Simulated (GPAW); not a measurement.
# SiO2 (Quartz): optical spectrum from first principles

Aim: the dielectric function of SiO2 (Quartz), and the optical constants that follow from it.

Program: GPAW 26.7.0. Level of theory: DFT, PBE, plane-wave PAW (GPAW data sets), scalar-relativistic, RPA, optical limit. Results are calculated unless marked as measured.

This is a report of a sequence of runs, with most program output left out.

## (1) Set-up

Symmetry: P3_121, No. 152, trigonal system. The conventional cell has a = 4.916 Å, b = 4.916 Å, c = 5.409 Å, α = 90.00°, β = 90.00°, γ = 120.00°. Si has 4 O at 1.61 Å nearest. O has 2 Si at 1.61 Å nearest. Farther neighbours and most contacts between anions are not listed.

## (2) Ground state

First the ground state: is it a metal or has it a gap?

This step: DFT, PBE, plane-wave PAW (GPAW data sets), scalar-relativistic, ground state (GPAW 26.7.0).

Input file gs.py:

```python
from ase import Atoms
from ase.dft.bandgap import bandgap
from gpaw import GPAW, PW, FermiDirac

atoms = Atoms(['Si', 'Si', 'Si', 'O', 'O', 'O', 'O', 'O', 'O'],
              cell=[[4.915800000000, 0.000000000000, 0.000000000000],
                    [-2.457900000000, 4.257207679900, 0.000000000000],
                    [0.000000000000, 0.000000000000, 5.409100000000]],
              scaled_positions=[[0.469700000000, 0.469700000000, 0.000000000000],
                                [0.000000000000, 0.530300000000, 0.666666666700],
                                [0.530300000000, 0.000000000000, 0.333333333300],
                                [0.853800000000, 0.268000000000, 0.452333333300],
                                [0.732000000000, 0.585800000000, 0.785666666700],
                                [0.414200000000, 0.146200000000, 0.119000000000],
                                [0.268000000000, 0.853800000000, 0.547666666700],
                                [0.585800000000, 0.732000000000, 0.214333333300],
                                [0.146200000000, 0.414200000000, 0.881000000000]],
              pbc=[True, True, True])
atoms.calc = GPAW(mode=PW(550), xc='PBE', kpts={'size': (6, 6, 5), 'gamma': True},
                  occupations=FermiDirac(0.05), maxiter=150, txt='gs.txt')
print('energy (eV)', atoms.get_potential_energy())
print('Fermi level (eV)', atoms.calc.get_fermi_level())
print('valence electrons', atoms.calc.get_number_of_electrons())
print('gap (eV)', bandgap(atoms.calc, output=None)[0])
print('direct gap (eV)', bandgap(atoms.calc, direct=True, output=None)[0])
atoms.calc.write('gs.gpw')
```

Started as:

```console
$ OMP_NUM_THREADS=1 python gs.py
```

The job ended after 1.8 min (1 thread of Arm Neoverse V1, shared host; peak memory 0.31 GiB).

Numbers from this step:

| Property | Result |
| --- | --- |
| energy | -70.3478 eV |
| Fermi energy | 2.684 eV |
| gap on the k-mesh | 6.017 eV |
| direct gap on the mesh | 6.335 eV |
| electrons | 48 |

There is a gap, 6.02 eV on this mesh (points off the mesh can give less), so no carriers' term is needed.

## (3) Bands for the response

At the fixed density, many empty bands are solved on the mesh of the response, since the spectrum sums over them.

This step: DFT, PBE, plane-wave PAW (GPAW data sets), scalar-relativistic, bands at fixed density (GPAW 26.7.0).

Input file nscf.py:

```python
from ase.dft.bandgap import bandgap
from gpaw import GPAW, FermiDirac

calc = GPAW('gs.gpw').fixed_density(kpts={'size': (6, 6, 5), 'gamma': True}, nbands=72, convergence={'bands': 66},
                                    occupations=FermiDirac(0.001), txt='nscf.txt')
print('gap (eV)', bandgap(calc, output=None)[0])
print('direct gap (eV)', bandgap(calc, direct=True, output=None)[0])
print('top band over the Fermi level (eV)', min(calc.get_eigenvalues(kpt=k)[65] for k in range(len(calc.get_ibz_k_points()))) - calc.get_fermi_level())
calc.write('full.gpw', mode='all')
```

Started as:

```console
$ OMP_NUM_THREADS=1 python nscf.py
```

Wall time 8.4 min (1 thread); peak memory 0.46 GiB.

## (4) Dielectric function, RPA

Local fields let the induced charge screen the field inside the cell, which as a rule lowers ε, most along directions where the density is uneven.

This step: DFT, PBE, plane-wave PAW (GPAW data sets), scalar-relativistic, RPA, optical limit (GPAW 26.7.0).

Input file df.py:

```python
from gpaw.response.df import DielectricFunction

df = DielectricFunction('full.gpw', frequencies={'type': 'nonlinear', 'domega0': 0.03, 'omega2': 8},
                        ecut=50,
                        eta=0.12,
                        nbands=66,
                        txt='df.txt')
for direction in ['x', 'z']:
    df.get_dielectric_function(xc='RPA', direction=direction, filename=f'df_{direction}.csv')
```

Started as:

```console
$ OMP_NUM_THREADS=1 python df.py
```

The job ended after 57 s (1 thread; peak memory 0.39 GiB).

This step gave:

* electronic dielectric constant ε∞, mean over x, y and z (by symmetry where fewer were run): 2.319

Sum at mesh points, not converged in k; values under the direct gap are tails of Lorentzian lines. Table of Im ε by photon energy; read off at these points:

```csv
photon energy (eV),E ∥ x,E ∥ z
0.00,0,0
0.50,9.7e-4,0.00101
1.00,0.00197,0.00205
1.50,0.00301,0.00315
2.00,0.00414,0.00433
2.50,0.00539,0.00564
3.00,0.00681,0.00712
3.50,0.00846,0.00886
4.00,0.0104,0.0110
4.50,0.0129,0.0136
5.00,0.0161,0.0170
5.50,0.0205,0.0216
6.00,0.0272,0.0285
6.50,0.0406,0.0405
7.00,0.0714,0.0689
7.50,0.243,0.241
8.00,0.600,0.760
8.50,0.695,0.703
9.00,1.28,1.61
9.50,1.95,2.55
9.68,2.23,3.07
10.00,2.71,2.81
10.50,2.95,2.33
11.00,2.37,2.27
11.50,1.95,1.78
12.00,1.80,2.07
12.50,1.89,1.77
13.00,1.89,2.06
13.50,1.86,1.80
```

The reflectivity at normal incidence has structure finer than the step of the table below, so its rows give means over 0.5 eV, whole bins alone (the curve runs from 0 to 14.0 eV). Peaks (eV: height): E ∥ x 10.45: 15.7; E ∥ z 9.62: 16.4, 11.94: 11.1, 13.08: 10.8.

Sum at mesh points, not converged in k. The reflectivity at normal incidence by photon energy; means over each step:

```csv
photon energy (eV),E ∥ x (%),E ∥ z (%)
0.5,4.26,4.39
1.0,4.29,4.42
1.5,4.33,4.46
2.0,4.40,4.53
2.5,4.48,4.62
3.0,4.59,4.73
3.5,4.73,4.87
4.0,4.90,5.05
4.5,5.10,5.27
5.0,5.36,5.54
5.5,5.68,5.88
6.0,6.10,6.32
6.5,6.67,6.91
7.0,7.47,7.78
7.5,8.63,9.06
8.0,9.89,10.4
8.5,10.1,11.0
9.0,12.2,13.4
9.5,13.4,15.5
10.0,14.7,14.6
10.5,15.1,12.1
11.0,12.5,11.5
11.5,10.2,9.53
12.0,9.30,10.5
12.5,9.75,9.20
13.0,9.78,10.3
13.5,9.71,9.54
```

Sum at mesh points, not converged in k; values under the direct gap are tails of Lorentzian lines. The Im ε, E ∥ x by photon energy; read off at these points:

```csv
photon energy (eV),without local fields,with local fields
0.00,0,0
0.50,0.00111,9.7e-4
1.00,0.00225,0.00197
1.50,0.00344,0.00301
2.00,0.00473,0.00414
2.50,0.00615,0.00539
3.00,0.00776,0.00681
3.50,0.00964,0.00846
4.00,0.0119,0.0104
4.50,0.0147,0.0129
5.00,0.0183,0.0161
5.50,0.0232,0.0205
6.00,0.0305,0.0272
6.50,0.0440,0.0406
7.00,0.0758,0.0714
7.50,0.250,0.243
8.00,0.631,0.600
8.50,0.737,0.695
9.00,1.39,1.28
9.50,2.25,1.95
10.00,3.14,2.71
10.38,3.48,3.01
10.50,3.35,2.95
11.00,2.76,2.37
11.50,2.33,1.95
12.00,2.50,1.80
12.50,2.46,1.89
13.00,2.18,1.89
13.50,2.24,1.86
```

Sum at mesh points, not converged in k; values under the direct gap are tails of Lorentzian lines. Loss function −Im 1/ε at q → 0 against energy loss; read off at these points:

```csv
energy loss (eV),E ∥ x,E ∥ z
0.00,0,0
0.50,1.8e-4,1.8e-4
1.00,3.7e-4,3.7e-4
1.50,5.6e-4,5.7e-4
2.00,7.5e-4,7.7e-4
2.50,9.7e-4,9.8e-4
3.00,0.00119,0.00122
3.50,0.00144,0.00147
4.00,0.00173,0.00176
4.50,0.00205,0.00209
5.00,0.00245,0.00249
5.50,0.00294,0.00299
6.00,0.00362,0.00366
6.50,0.00492,0.00471
7.00,0.00762,0.00700
7.50,0.0218,0.0204
8.00,0.0458,0.0542
8.50,0.0543,0.0463
9.00,0.0732,0.0794
9.50,0.109,0.120
10.00,0.146,0.204
10.50,0.215,0.244
11.00,0.281,0.257
11.50,0.297,0.265
11.71,0.299,0.243
12.00,0.269,0.282
12.50,0.275,0.276
13.00,0.301,0.277
13.50,0.290,0.301
```

Optical constants at common wavelengths, from n + ik = √ε:

```csv
wavelength (nm),n x,k x,R (%) x,1/α x,n z,k z,R (%) z,1/α z
800,1.53,0.001,4.3,62 µm,1.54,0.001,4.5,60 µm
532,1.53,0.002,4.5,26 µm,1.54,0.002,4.6,25 µm
450,1.54,0.002,4.5,18 µm,1.55,0.002,4.7,17 µm
405,1.55,0.002,4.6,14 µm,1.56,0.002,4.7,14 µm
365,1.55,0.003,4.7,11 µm,1.56,0.003,4.8,11 µm
308,1.57,0.003,4.9,7.3 µm,1.58,0.004,5.1,7.0 µm
248,1.60,0.005,5.4,3.9 µm,1.62,0.005,5.5,3.8 µm
```

Below the direct gap, k and the depth come from the tails of the Lorentzian lines, not from transitions.

## (5) Outcome

* electronic dielectric constant ε∞, mean over x, y and z (by symmetry where fewer were run) (RPA): 2.32

**Reading.** At this level (PBE, RPA) SiO2 has a mean ε∞ = 2.32 and n = 1.52 at 1550 nm (E ∥ x). On the mesh the gap is 6.02 eV and the least direct gap 6.33 eV, so on this mesh the band edges lie at different points. Local fields change the static value along x from 2.45 to 2.31 (-6 %). The static values by axis are 2.31 (x), 2.34 (z). Excitons and phonon-assisted transitions are missing; PBE gaps are as a rule too small, which pulls the onset down and ε∞ up. In this version of GPAW the matrix elements of the optical limit are incomplete, which can lower ε − 1 by up to a tenth where first-row anions or d states rule, and shift it by more in d metals. The sum runs over mesh points 0.25 Å⁻¹ apart with no interpolation, so peaks are partly noise of the mesh and static values carry its error.

[Machine, clock and banner lines and Python warnings are left out of the logs.]

[Logs are printed without paths, hosts, clocks, repeated set-up lines and the standing remarks that a program may print on its own settings, such as how far it seeks lower states.]

[Hosts, paths, dates, database ids (printed as entryN), source tags and the programs' standing remarks are cut or masked in the printed files.]
